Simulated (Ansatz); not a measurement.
## LaIn2Si2, from a guessed structure to a relaxed one

This structure for LaIn2Si2 is made up. Its elements were placed in a known structure type with a cell scaled to their sizes. What cell does the guess relax to, and how far off was it?

Main program and level: Ansatz 0.2.0; DFT, PBE, plane-wave PAW, files of the set soft_1, scalar-relativistic, no spin, cell and ions relaxed at zero pressure; PAW set soft_1, in the first sound run; inputs show where later runs differ.

### Step 1. Starting point

It takes space group I4/mmm (No. 139, tetragonal). Conventional cell: a = 4.483 Å, b = 4.483 Å, c = 11.060 Å, α = 90.00°, β = 90.00°, γ = 90.00°. Nearest to La lie 10 Si at 3.44 to 4.19 Å and 8 In at 3.56 Å. Nearest to In lie 4 Si at 2.65 Å and 4 In at 3.17 Å and 4 La at 3.56 Å. Nearest to Si lie 4 In at 2.65 Å and 1 Si at 2.69 Å and 5 La at 3.44 to 4.19 Å. Farther neighbours are not listed.

As a file:

```cif
data_structure
_symmetry_space_group_name_H-M 'I4/mmm'
_symmetry_Int_Tables_number 139
_cell_length_a 4.4830
_cell_length_b 4.4830
_cell_length_c 11.0600
_cell_angle_alpha 90.000
_cell_angle_beta 90.000
_cell_angle_gamma 90.000
_cell_volume 222.28
loop_
_atom_site_label
_atom_site_type_symbol
_atom_site_symmetry_multiplicity
_atom_site_Wyckoff_symbol
_atom_site_fract_x
_atom_site_fract_y
_atom_site_fract_z
_atom_site_occupancy
La1 La 2 a 0.00000 0.00000 0.00000 1
In1 In 4 d 0.50000 0.00000 0.25000 1
Si1 Si 4 e 0.50000 0.50000 0.12140 1
```

### Step 2. Relaxing cell and atoms

The guess takes its coordinates from another compound and its volume from a rule, so the cell and any free coordinates are relaxed together.

File input.yaml:

```yaml
crystal:
  lattice:
    - [-2.2415, 2.2415, 5.53]
    - [2.2415, -2.2415, 5.53]
    - [2.2415, 2.2415, -5.53]
  atoms:
    - { symbol: La, position: [0.0, 0.0, 0.0] }
    - { symbol: In, position: [0.25, 0.75, 0.5] }
    - { symbol: In, position: [0.75, 0.25, 0.5] }
    - { symbol: Si, position: [0.6214, 0.6214, 0.0] }
    - { symbol: Si, position: [0.3786, 0.3786, 0.0] }
kpoints:
  mp_grid: { grid: [8, 8, 8] }
scf:
  occupations: { method: fermi_dirac, width: 0.05 }
hamiltonian:
  xc: pbe
  pseudopotentials: { kind: paw, azcp: { folder: soft_1 } }
relax:
  f_tol: 0.015
  max_steps: 70
  cell: {}
output:
  forces: true
  stress: true
```

Command:

```bash
ansatz run input.yaml --threads 4 --pin off --max-ram 8192MiB --backend cpu --events-out ev --progress --plain --runs-dir out
```

Numbers of over 12 decimals in the logs are rounded to 6 here.

What it wrote:

```text
basis.fft_grid_basis auto: the FFT boxes are laid along the combinations [[1, 0, 1], [0, 1, 1], [0, 0, 1]] of the cell's own vectors, 4.483, 4.483 and 6.374 Å long. The dense box has 30×30×45 points. Along the cell's own vectors, as sized, it would have 45×45×45, 2.25 times as many. Of the 16 symmetry operations that the crystal satisfies within crystal.symmetry.tolerance (time reversal apart; of a slab, those that k [...]
Engine: ansatz 0.2.0, aarch64-unknown-linux-gnu
Pseudopotentials: kind: paw
Pseudopotential: La, paw, valence charge 11, recommended cutoff 420 eV (normal), soft_1/La.paw.azcp
Pseudopotential: In, paw, valence charge 13, recommended cutoff 420 eV (normal), soft_1/In.paw.azcp
Pseudopotential: Si, paw, valence charge 4, recommended cutoff 420 eV (normal), soft_1/Si.paw.azcp
Functional definition: PBE
  parameter kappa = 0.804
  parameter beta = 0.066725
  exchange = pbe_x(kappa = kappa, mu = beta*pi^2/3)
  correlation = pbe_c(beta = beta)
Crystal: 5 atoms, lattice volume = 111.138 Å³
Basis set: ecut = 420 eV, 2171 PW (Γ), FFT grids on a1+a3, a2+a3, a3, exchange–correlation on 60×60×90 points (8 copies of the dense FFT grid, shifted against one another)
Bands: 28, of which v1, the nominal top of the filled ones, is band 23 counted from 1 (22 counted from 0)
Symmetry: 16 space group operations
Space group: I4/mmm (ITA 139), of the structure as read, at distance tolerance 4.8e-5 Å
k-points: 59 of 512
Non-local potential: La, projectors of the file, l = 0: 3, l = 1: 2, l = 2: 2, l = 3: 3
Non-local potential: In, projectors of the file, l = 0: 2, l = 1: 2, l = 2: 2, l = 3: 1
Non-local potential: Si, projectors of the file, l = 0: 2, l = 1: 2, l = 2: 1
PAW form: soft (Blöchl's): semilocal exchange-correlation on the pseudo side does not see the compensation charge
PAW one-centre angular grid: La, 590 points (default); XC on 64 Gauss nodes
PAW one-centre angular grid: In, 590 points (default); XC on 64 Gauss nodes
PAW one-centre angular grid: Si, 110 points (default); XC on 64 Gauss nodes
Initial density: superposition of atomic densities (chi_scale 0.1, normalization cell, long waves kept (reshape's long-wave potential 0.00 eV rms))
Initial wavefunctions: pseudopotential atomic-orbital guess
Functional: x = pbe(κ = 0.804, μ = 0.219515), c = pbe(β = 0.066725)
SCF iter   1: F=—  HF=-18719.197316 eV  |F-HF|=—  |Δ(HF+E_count)|=         —  Δρ=4.42e-2  dr2=6.80e0  ethr=3.10e-3  ⟨swp⟩=6.0  Hψ=7832  notcnv=0
preconditioner: auto → Kerker (q_TF=auto, 2.347 Å⁻¹)  [metal: Δε(μ)=0.019 eV  Ē_g=10.588 eV  σ=0.050 eV  W_gap=0.10  n_scr=32 (ndim 8)  ℏωp=23.1 eV  f_vac=0.000  D(μ)=3.98/eV (n_scr^D=32)]
SCF iter   2: F=—  HF=-18718.207365 eV  |F-HF|=—  |Δ(HF+E_count)|=   9.90e-1  Δρ=1.97e-2  dr2=1.35e0  ethr=3.10e-3  ⟨swp⟩=2.9  Hψ=3667  notcnv=0  defer=1
SCF iter   3: F=—  HF=-18717.963771 eV  |F-HF|=—  |Δ(HF+E_count)|=   2.44e-1  Δρ=8.48e-3  dr2=2.19e-1  ethr=3.00e-3  ⟨swp⟩=3.0  Hψ=2448  notcnv=0
SCF iter   4: F=—  HF=-18717.922497 eV  |F-HF|=—  |Δ(HF+E_count)|=   4.13e-2  Δρ=2.62e-3  dr2=9.50e-3  ethr=4.86e-4  ⟨swp⟩=4.2  Hψ=2845  notcnv=0  defer=1
SCF iter   5: F=—  HF=-18717.920891 eV  |F-HF|=—  |Δ(HF+E_count)|=   1.61e-3  Δρ=6.11e-4  dr2=4.56e-4  ethr=2.11e-5  ⟨swp⟩=3.8  Hψ=3692  notcnv=0
SCF iter   6: F=—  HF=-18717.920770 eV  |F-HF|=—  |Δ(HF+E_count)|=   1.20e-4  Δρ=1.13e-4  dr2=1.53e-5  ethr=1.01e-6  ⟨swp⟩=2.3  Hψ=3350  notcnv=0  defer=1
SCF iter   7: F=—  HF=-18717.920730 eV  |F-HF|=—  |Δ(HF+E_count)|=   4.04e-5  Δρ=3.87e-5  dr2=2.29e-6  ethr=3.39e-8  ⟨swp⟩=2.1  Hψ=2641  notcnv=0
SCF iter   8: F=-18717.920729 eV  HF=-18717.920730 eV  |F-HF|=2.38e-8  |Δ(HF+E_count)|=   3.80e-7  Δρ=5.24e-6  dr2=4.46e-8  ethr=2.22e-10  ⟨swp⟩=4.0  Hψ=7675  notcnv=0
SCF 1 converged in 8 iterations: F = -18717.920729 eV  dr2 = 4.46e-8
  greatest PAW one-centre occupation: 0.981 electrons in one spin orbital (limit 2), on the In atom at site 2 (counted from 0), in its partial waves of l = 2
relax step   1: F+E_penalty+E_count = -18717.92072949 eV  Δ(F+E_penalty+E_count) = +0.000e0 eV  max|allowed force component| = 1.818e0 eV/Å  Δτ_max = 0.0000 Å  P = +6.590 GPa  Ω = 111.138 Å³  (8 SCF iters, dr2 threshold 1.00e-7 eV, accepted)
Crystal: 5 atoms, lattice volume = 122.639 Å³
Basis set: ecut = 420 eV, 2363 PW (Γ), FFT grids on a1+a3, a2+a3, a3, exchange–correlation on 60×60×90 points (8 copies of the dense FFT grid, shifted against one another)
Initial density: handed on by an earlier stage of this run
Initial wavefunctions: those handed on with the density
iter 1 solved again at ethr=1.81e-4 eV; its pass at ethr=3.10e-3 eV (dr2=8.13e-2 eV) is discarded
SCF iter   1: F=—  HF=-18718.483696 eV  |F-HF|=—  |Δ(HF+E_count)|=         —  Δρ=6.45e-3  dr2=8.53e-2  ethr=1.81e-4  ⟨swp⟩=1.3  Hψ=11460  notcnv=0
preconditioner: auto → Kerker (q_TF=auto, 2.308 Å⁻¹)  [metal: Δε(μ)=0.004 eV  Ē_g=12.074 eV  σ=0.050 eV  W_gap=0.02  n_scr=32 (ndim 8)  ℏωp=22.0 eV  f_vac=0.000  D(μ)=3.39/eV (n_scr^D=32)]
SCF iter   2: F=—  HF=-18718.464487 eV  |F-HF|=—  |Δ(HF+E_count)|=   1.92e-2  Δρ=4.01e-3  dr2=2.94e-2  ethr=1.81e-4  ⟨swp⟩=4.3  Hψ=3211  notcnv=0
SCF iter   3: F=—  HF=-18718.457448 eV  |F-HF|=—  |Δ(HF+E_count)|=   7.04e-3  Δρ=8.20e-4  dr2=1.11e-3  ethr=6.54e-5  ⟨swp⟩=2.9  Hψ=2575  notcnv=0  defer=1
SCF iter   4: F=—  HF=-18718.457406 eV  |F-HF|=—  |Δ(HF+E_count)|=   4.14e-5  Δρ=2.57e-4  dr2=7.05e-5  ethr=2.46e-6  ⟨swp⟩=2.8  Hψ=3318  notcnv=0
SCF iter   5: F=—  HF=-18718.457424 eV  |F-HF|=—  |Δ(HF+E_count)|=   1.79e-5  Δρ=6.39e-5  dr2=6.50e-6  ethr=1.57e-7  ⟨swp⟩=2.1  Hψ=2428  notcnv=0
SCF iter   6: F=—  HF=-18718.457424 eV  |F-HF|=—  |Δ(HF+E_count)|=   8.35e-8  Δρ=1.85e-5  dr2=9.56e-7  ethr=1.44e-8  ⟨swp⟩=2.0  Hψ=3002  notcnv=0
SCF iter   7: F=-18718.457424 eV  HF=-18718.457424 eV  |F-HF|=4.97e-8  |Δ(HF+E_count)|=   5.52e-8  Δρ=5.64e-6  dr2=7.49e-8  ethr=1.11e-9  ⟨swp⟩=5.0  Hψ=6315  notcnv=0
SCF 2 converged in 7 iterations: F = -18718.457424 eV  dr2 = 7.49e-8
relax step   2: F+E_penalty+E_count = -18718.45742401 eV  Δ(F+E_penalty+E_count) = -5.367e-1 eV  max|allowed force component| = 5.675e-1 eV/Å  Δτ_max = 0.1642 Å  P = -1.432 GPa  Ω = 122.639 Å³  energy of the carried Pulay correction = -1.193e-3 eV  (7 SCF iters, dr2 threshold 5.00e-7 eV, accepted)
Crystal: 5 atoms, lattice volume = 120.556 Å³
Basis set: ecut = 420 eV, 2371 PW (Γ), FFT grids on a1+a3, a2+a3, a3, exchange–correlation on 60×60×90 points (8 copies of the dense FFT grid, shifted against one another)
iter 1 solved again at ethr=4.98e-4 eV; its pass at ethr=3.10e-3 eV (dr2=2.24e-1 eV) is discarded
SCF iter   1: F=—  HF=-18718.650433 eV  |F-HF|=—  |Δ(HF+E_count)|=         —  Δρ=6.48e-3  dr2=2.30e-1  ethr=4.98e-4  ⟨swp⟩=1.1  Hψ=11379  notcnv=0
preconditioner: auto → Kerker (q_TF=auto, 2.315 Å⁻¹)  [metal: Δε(μ)=0.022 eV  Ē_g=11.929 eV  σ=0.050 eV  W_gap=0.11  n_scr=32 (ndim 8)  ℏωp=22.2 eV  f_vac=0.000  D(μ)=3.29/eV (n_scr^D=24)]
SCF iter   2: F=—  HF=-18718.614684 eV  |F-HF|=—  |Δ(HF+E_count)|=   3.57e-2  Δρ=4.01e-3  dr2=9.21e-2  ethr=4.98e-4  ⟨swp⟩=3.0  Hψ=2021  notcnv=0
SCF iter   3: F=—  HF=-18718.596113 eV  |F-HF|=—  |Δ(HF+E_count)|=   1.86e-2  Δρ=8.70e-4  dr2=1.54e-3  ethr=2.05e-4  ⟨swp⟩=3.4  Hψ=2764  notcnv=0  defer=1
SCF iter   4: F=—  HF=-18718.595898 eV  |F-HF|=—  |Δ(HF+E_count)|=   2.15e-4  Δρ=3.28e-4  dr2=2.55e-4  ethr=3.42e-6  ⟨swp⟩=2.2  Hψ=2980  notcnv=0
SCF iter   5: F=—  HF=-18718.595857 eV  |F-HF|=—  |Δ(HF+E_count)|=   4.10e-5  Δρ=1.02e-4  dr2=5.68e-5  ethr=5.66e-7  ⟨swp⟩=2.0  Hψ=2514  notcnv=0
SCF iter   6: F=—  HF=-18718.595846 eV  |F-HF|=—  |Δ(HF+E_count)|=   1.07e-5  Δρ=3.10e-5  dr2=2.71e-6  ethr=1.26e-7  ⟨swp⟩=2.0  Hψ=2018  notcnv=0
SCF iter   7: F=-18718.595846 eV  HF=-18718.595846 eV  |F-HF|=1.12e-7  |Δ(HF+E_count)|=   1.40e-7  Δρ=9.17e-6  dr2=1.84e-7  ethr=1.11e-9  ⟨swp⟩=5.7  Hψ=6948  notcnv=0
SCF 3 converged in 7 iterations: F = -18718.595846 eV  dr2 = 1.84e-7
relax step   3: F+E_penalty+E_count = -18718.59584598 eV  Δ(F+E_penalty+E_count) = -1.384e-1 eV  max|allowed force component| = 5.498e-1 eV/Å  Δτ_max = 0.1169 Å  P = -0.217 GPa  Ω = 120.556 Å³  energy of the carried Pulay correction = -9.856e-4 eV  (7 SCF iters, dr2 threshold 5.00e-7 eV, accepted)
[...]
relax step   4: F+E_penalty+E_count = -18718.72374062 eV  Δ(F+E_penalty+E_count) = -1.279e-1 eV  max|allowed force component| = 1.440e-1 eV/Å  Δτ_max = 0.0358 Å  P = +0.437 GPa  Ω = 118.567 Å³  energy of the carried Pulay correction = -7.841e-4 eV  (7 SCF iters, dr2 threshold 5.00e-7 eV, accepted)
[...]
relax step   5: F+E_penalty+E_count = -18718.72802867 eV  Δ(F+E_penalty+E_count) = -4.288e-3 eV  max|allowed force component| = 1.832e-1 eV/Å  Δτ_max = 0.0228 Å  P = +0.586 GPa  Ω = 118.509 Å³  energy of the carried Pulay correction = -7.782e-4 eV  (6 SCF iters, dr2 threshold 5.00e-7 eV, accepted)
[...]
relax step   6: F+E_penalty+E_count = -18718.73326228 eV  Δ(F+E_penalty+E_count) = -5.234e-3 eV  max|allowed force component| = 1.703e-1 eV/Å  Δτ_max = 0.0241 Å  P = -0.143 GPa  Ω = 119.456 Å³  energy of the carried Pulay correction = -8.746e-4 eV  (6 SCF iters, dr2 threshold 5.00e-7 eV, accepted)
[...]
relax step   7: F+E_penalty+E_count = -18718.73508944 eV  Δ(F+E_penalty+E_count) = -1.827e-3 eV  max|allowed force component| = 6.013e-3 eV/Å  Δτ_max = 0.0089 Å  P = +0.017 GPa  Ω = 119.326 Å³  energy of the carried Pulay correction = -8.614e-4 eV  (5 SCF iters, dr2 threshold 5.00e-7 eV, accepted)
[...]
relax step   8: F+E_penalty+E_count = -18718.73689753 eV  Δ(F+E_penalty+E_count) = -1.808e-3 eV  max|allowed force component| = 5.167e-3 eV/Å  Δτ_max = 0.0000 Å  P = +0.039 GPa  Ω = 119.326 Å³  stress off target by 5.18e-2 GPa  SCF on the basis re-selected at this cell (its energy is not comparable with the rows above)  (6 SCF iters)
[...]
relax step   9: F+E_penalty+E_count = -18718.73690585 eV  Δ(F+E_penalty+E_count) = -8.321e-6 eV  max|allowed force component| = 8.077e-4 eV/Å  Δτ_max = 0.0006 Å  P = -0.000 GPa  Ω = 119.418 Å³  energy of the carried Pulay correction = -9.181e-6 eV  (4 SCF iters, dr2 threshold 6.70e-9 eV, accepted)
iter 1 solved again at ethr=1.28e-7 eV; its pass at ethr=3.10e-3 eV (dr2=5.78e-5 eV) is discarded
SCF iter   1: F=—  HF=-18718.736916 eV  |F-HF|=—  |Δ(HF+E_count)|=         —  Δρ=2.33e-6  dr2=6.32e-9  ethr=1.28e-7  ⟨swp⟩=4.0  Hψ=13377  notcnv=0
eigensolver tolerance schedule: the retry pair's looser diagonalisation over-reported the residual by 9147.41 of it (diagonalisation noise at 0.61 of the residual, at the tolerance the schedule requests for it); recorded, not acted on — ethr = c·dr2/N_el stays at c = 1.0e-1
preconditioner: auto → Kerker (q_TF=auto, 2.319 Å⁻¹)  [metal: Δε(μ)=0.051 eV  Ē_g=12.116 eV  σ=0.050 eV  W_gap=0.25  n_scr=32 (ndim 8)  ℏωp=22.3 eV  f_vac=0.000  D(μ)=2.47/eV (n_scr^D=10)]
SCF iter   2: F=—  HF=-18718.736915 eV  |F-HF|=—  |Δ(HF+E_count)|=   7.74e-7  Δρ=1.39e-6  dr2=2.99e-9  ethr=1.40e-11  ⟨swp⟩=3.3  Hψ=3470  notcnv=0
SCF iter   3: F=—  HF=-18718.736915 eV  |F-HF|=—  |Δ(HF+E_count)|=   1.26e-9  Δρ=4.78e-7  dr2=5.24e-10  ethr=6.63e-12  ⟨swp⟩=2.0  Hψ=2103  notcnv=0
SCF iter   4: F=—  HF=-18718.736915 eV  |F-HF|=—  |Δ(HF+E_count)|=  4.00e-11  Δρ=2.15e-7  dr2=8.33e-11  ethr=1.16e-12  ⟨swp⟩=2.2  Hψ=2368  notcnv=0
SCF iter   5: F=-18718.736915 eV  HF=-18718.736915 eV  |F-HF|=7.28e-12  |Δ(HF+E_count)|=    0.00e0  Δρ=7.35e-8  dr2=8.18e-12  ethr=1.00e-12  ⟨swp⟩=4.6  Hψ=5999  notcnv=0
SCF 10 converged in 5 iterations: F = -18718.736915 eV  dr2 = 8.18e-12
relax step  10: F+E_penalty+E_count = -18718.73691503 eV  Δ(F+E_penalty+E_count) = -9.180e-6 eV  max|allowed force component| = 7.872e-4 eV/Å  Δτ_max = 0.0000 Å  P = -0.000 GPa  Ω = 119.418 Å³  stress off target by 8.75e-4 GPa  SCF on the basis re-selected at this cell (its energy is not comparable with the rows above)  (5 SCF iters)
basis re-selected at this cell: Δ(F+E_penalty+E_count) = -9.180e-6 eV, ΔP = -0.000 GPa vs the last step (what re-selecting the basis moved, of the pressure what is left beyond the Pulay correction that the steps carried, after the strain that the cell walked since its last selection, with what the two solves' SCF thresholds leave and, on support functions, any second-order correction that the steps lacked; it is no m [...]
SCF converged after 5 iterations
Free energy (F): -18718.736915 eV
Harris-Foulkes:  -18718.736915 eV  (|F-HF|=7.28e-12)
Internal energy: -18718.716162 eV  (E = F + TS)
E sigma→0 (E₀):  -18718.726538 eV
Entropy (-TS):   -0.020753 eV (-4.151 meV/atom)
Fermi energy:    10.637655 eV
--- Per-component energies (eV) ---
  E_band       = -57.386380
  E_kinetic    = 699.947034
  E_local      = -2749.692236  (includes V_loc(G=0)·N_el)
  E_nonlocal   = 787.171970
  E_hartree    = 1126.180374
  E_xc         = -542.207661
  E_vxc        = -419.878646  (∫ρ·V_xc dr)
  E_paw        = -14856.096690  (= ΣΔE_a)
  E_vpaw       = -627.295541  (= ΣTr[D̂ρ^β])
  E_aug_tail   = 0.000357  (compensation charges beyond the density's cutoff)
  E_ewald      = -3184.019310
  E_smearing   = -0.020753  (= −TS)
  E_closure    = 0.000000  (closes the sum)
  Σ components = -18718.736915   (vs F -18718.736915, Δ=0.00e0)
--- Forces (eV/Å), atoms counted from 1 ---
  atom   1  La     0.00000000     0.00000000     0.00000000
  atom   2  In     0.00000000     0.00000000    -0.00000000
  atom   3  In    -0.00000000    -0.00000000     0.00000000
  atom   4  Si     0.00000000    -0.00000000    -0.00078718
  atom   5  Si    -0.00000000     0.00000000     0.00078718
  max |Σ_I F_I| component: 4.51e-17 eV/Å
--- Stress (GPa, compression-positive) ---
       -0.000875      -0.000000      -0.000000
       -0.000000      -0.000875       0.000000
       -0.000000       0.000000       0.000729
  P = ⅓ Tr σ = -0.0003 GPa (-0.003 kbar)
--- Relaxed structure (8 steps of the walk, 8 accepted, 2 SCFs on fresh bases) ---
  F+E_penalty+E_count = -18718.73691503 eV   max|allowed force component| = 7.872e-4 eV/Å   (the final SCF, on the basis selected at the relaxed cell)
  cell:  # Å, volume = 119.4179 Å³
    - [-2.192716, 2.192716, 6.209326]
    - [2.192716, -2.192716, 6.209326]
    - [2.192716, 2.192716, -6.209326]
  atoms:
    - { symbol: La, position: [3.450625359085875e-19, 3.4506253590858687e-19, 0] }
    - { symbol: In, position: [0.250000, 0.75, 0.500000] }
    - { symbol: In, position: [0.75, 0.250000, 0.500000] }
    - { symbol: Si, position: [0.591999, 0.591999, 0] }
    - { symbol: Si, position: [0.408001, 0.408001, 0] }
```

The job ended after 24 s (4 threads of Arm Neoverse V2, shared host; peak memory 0.54 GiB).

Step by step:

| step | energy less that of the first step (eV) | largest force component (eV/Å) | pressure (GPa) | volume (Å³) |
| --- | --- | --- | --- | --- |
| 1 | 0.0000 | 1.8183 | 6.59 | 111.14 |
| 2 | -0.5367 | 0.5675 | -1.43 | 122.64 |
| 3 | -0.6751 | 0.5498 | -0.22 | 120.56 |
| 4 | -0.8030 | 0.1440 | 0.44 | 118.57 |
| 5 | -0.8073 | 0.1832 | 0.59 | 118.51 |
| 6 | -0.8125 | 0.1703 | -0.14 | 119.46 |
| 7 | -0.8144 | 0.0060 | 0.02 | 119.33 |
| 8* | -0.8162 | 0.0052 | 0.04 | 119.33 |
| 9 | -0.8162 | 0.0008 | 0.00 | 119.42 |
| 10* | -0.8162 | 0.0008 | 0.00 | 119.42 |

Relaxation steps marked * repeat the geometry before them on a plane-wave basis chosen anew for their cell, so energy and pressure can jump there.

The run keeps the 16 symmetry operations that it works with, so distortions that break them were not tested.

| cell as run | before | after | change |
| --- | --- | --- | --- |
| a (Å) | 6.374 | 6.941 | +8.9 % |
| b (Å) | 6.374 | 6.941 | +8.9 % |
| c (Å) | 6.374 | 6.941 | +8.9 % |
| α (°) | 138.82 | 143.17 | +3.1 % |
| β (°) | 138.82 | 143.17 | +3.1 % |
| γ (°) | 59.65 | 53.08 | -11.0 % |
| volume (Å³/atom) | 22.23 | 23.88 | +7.5 % |

The atoms that moved most (Å, as changes of fractional coordinates times the final cell):

| atom | dx | dy | dz | length |
| --- | --- | --- | --- | --- |
| Si5 | 0.000 | 0.000 | 0.365 | 0.365 |
| Si4 | 0.000 | 0.000 | -0.365 | 0.365 |

The relaxed structure:

```xyz
5
Lattice="-2.1927 2.1927 6.2093 2.1927 -2.1927 6.2093 2.1927 2.1927 -6.2093" Properties=species:S:1:pos:R:3 pbc="T T T"
La    0.0000    0.0000    0.0000
In    2.1927    0.0000    3.1047
In    0.0000    2.1927    3.1047
Si    0.0000    0.0000    7.3518
Si    0.0000    0.0000    5.0668
```

This step gave:

| Property | Result |
| --- | --- |
| free energy | -18718.7369 eV |
| energy at zero smearing | -18718.7265 eV |
| smearing term TS | 0.02075 eV |
| Fermi energy | 10.64 eV |
| electrons | 45 |
| symmetry operations | 16 |
| pressure | -3.40e-4 GPa |

Shortest distances by pair of elements, guess and relaxed (not always the same contact):

| pair | guess (Å) | relaxed (Å) |
| --- | --- | --- |
| Si–Si | 2.685 | 2.285 |
| In–Si | 2.655 | 2.942 |
| In–In | 3.170 | 3.101 |
| La–Si | 3.443 | 3.305 |
| In–La | 3.559 | 3.801 |

The relaxation ends with a largest force component of 7.9e-4 eV/Å and a pressure of 0.00 GPa.

(Part 1 of 2 ends here.)

[Logs are printed without paths, hosts, clocks, repeated set-up lines and the standing remarks that a program may print on its own settings, such as how far it seeks lower states.]

[Hosts, paths, dates, database ids (printed as entryN), source tags and the programs' standing remarks are cut or masked in the printed files.]
